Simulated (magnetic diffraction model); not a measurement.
## Solving a magnetic structure from powder neutron data: FeCoP2S8

Space group P2_1/m (no. 11), a = 5.9400 Å, b = 7.2710 Å, c = 12.2000 Å, β = 90.74°.

| site | atom | x | y | z |
| --- | --- | --- | --- | --- |
| 2e | Co | 0.9331 | 3/4 | 0.2840 |
| 2e | Fe | 0.4616 | 1/4 | 0.2239 |
| 2e | S | 0.6538 | 1/4 | 0.0480 |
| 2e | S | 0.7316 | 3/4 | 0.1187 |
| 4f | S | 0.2625 | 0.9642 | 0.1692 |
| 4f | S | 0.7630 | 0.4545 | 0.3304 |
| 2e | S | 0.2328 | 1/4 | 0.3876 |
| 2e | S | 0.1663 | 3/4 | 0.4435 |
| 2e | P | 0.4148 | 3/4 | 0.1017 |
| 2e | P | 0.9254 | 1/4 | 0.4009 |

This is a made-up structure (elements placed in a structure type, unrelaxed), so the numbers test the method and describe no known phase.

Only Co and Fe are taken to order (form factors of Co3+ and Fe3+); orders and moment sizes are assumed, and not adapted to the symmetry. Radiation: neutrons of λ = 4.2 Å, 3° to 75°; isotropic B of 0.4 Å² (Co), 0.51 Å² (Fe), 0.48 Å² (S) and 0.69 Å² (P). Simulated constant-wavelength pattern: nuclear and magnetic terms add, the magnetic one as |2.695 fm × Σ f S⊥ exp(2πi Q·r) exp(−B s²)|², summed over all Q at one angle with the factor 1/(sin²θ cos θ). For collinear order S is the moment m, which repeats by lattice and centring translations R with the sign exp(−2πi k·R). Free-ion form factors, Sears's scattering lengths of 1992, no absorption; a label names one of the reflections at its angle. The strongest nuclear line in the range is 100, and lines under 0.2 are left out.

Above the ordering temperature:

```csv
2θ (°),index,I
19.82,(0 0 1),1.5
39.30,(0 1 1),44.0
40.28,(0 0 2),35.5
41.41,(1 0 0),20.2
46.06,(1 0 -1),46.4
46.56,(1 0 1),72.6
53.41,(0 1 2),57.7
54.33,(1 1 0),7.1
58.20,(1 1 -1),19.6
58.62,(1 1 1),18.3
58.72,(1 0 -2),42.5
62.19,(0 0 3),2.1
69.37,(1 1 -2),6.0
70.14,(1 1 2),24.7
70.57,(0 2 0),100.0
72.56,(0 1 3),13.8
```

Below it (cell unchanged):

| 2θ (°) | I |
| --- | --- |
| 19.82 | 1.5 |
| 39.30 | 49.2 |
| 40.28 | 94.4 |
| 41.41 | 24.1 |
| 46.06 | 52.6 |
| 46.56 | 73.9 |
| 53.41 | 72.5 |
| 54.33 | 23.4 |
| 58.20 | 156.8 |
| 58.62 | 113.8 |
| 58.72 | 48.9 |
| 62.19 | 2.1 |
| 69.37 | 14.5 |
| 70.14 | 29.7 |
| 70.57 | 147.8 |
| 72.56 | 15.1 |

**Question.** Find the propagation vector, then choose among these models:
A. collinear moments along [001], 3.43 μB on Co and 4.57 μB on Fe; signs + at (0.9331, 3/4, 0.2840), + at (0.0669, 1/4, 0.7160), + at (0.4616, 1/4, 0.2239), + at (0.5384, 3/4, 0.7761)
B. collinear moments along [111], 3.43 μB on Co and 4.57 μB on Fe; signs + at (0.9331, 3/4, 0.2840), + at (0.0669, 1/4, 0.7160), + at (0.4616, 1/4, 0.2239), + at (0.5384, 3/4, 0.7761)
C. collinear moments along [111], 3.43 μB on Co and 4.57 μB on Fe; signs + at (0.9331, 3/4, 0.2840), − at (0.0669, 1/4, 0.7160), − at (0.4616, 1/4, 0.2239), + at (0.5384, 3/4, 0.7761)
D. collinear moments along [001], 3.43 μB on Co and 4.57 μB on Fe; signs + at (0.9331, 3/4, 0.2840), − at (0.0669, 1/4, 0.7160), − at (0.4616, 1/4, 0.2239), + at (0.5384, 3/4, 0.7761)

No line moves, and magnetic intensity falls on nuclear lines such as the one at 58.20°, so the magnetic cell equals the chemical primitive cell: k = 0.

Magnetic intensity, observed (below minus above) and for each model:

| 2θ (°) | index | observed | A | B | C | D |
| --- | --- | --- | --- | --- | --- | --- |
| 33.57 | (0 1 0) | <0.2 | <0.2 | <0.2 | 206.7 | 266.7 |
| 40.28 | (0 0 2) | 58.9 | <0.2 | 58.9 | 8.9 | <0.2 |
| 46.06 | (1 0 -1) | 6.3 | 5.1 | 6.3 | 118.3 | 95.4 |
| 46.56 | (1 0 1) | 1.3 | 2.1 | 1.3 | 64.2 | 100.1 |
| 53.41 | (0 1 2) | 14.8 | 11.4 | 14.8 | 97.9 | 75.5 |
| 58.20 | (1 1 -1) | 137.2 | 130.3 | 137.2 | 7.3 | 7.0 |
| 58.62 | (1 1 1) | 95.4 | 137.4 | 95.4 | 2.0 | 2.8 |
| 70.57 | (0 2 0) | 47.8 | 61.7 | 47.8 | <0.2 | <0.2 |

Model B matches.

The absence at (0 1 0) is telling: the sublattices cancel there.

The structure used: k = (0 0 0), collinear moments along [111], 3.43 μB on Co and 4.57 μB on Fe; signs + at (0.9331, 3/4, 0.2840), + at (0.0669, 1/4, 0.7160), + at (0.4616, 1/4, 0.2239), + at (0.5384, 3/4, 0.7761).

[Logs are printed without paths, hosts, clocks, repeated set-up lines and the standing remarks that a program may print on its own settings, such as how far it seeks lower states.]
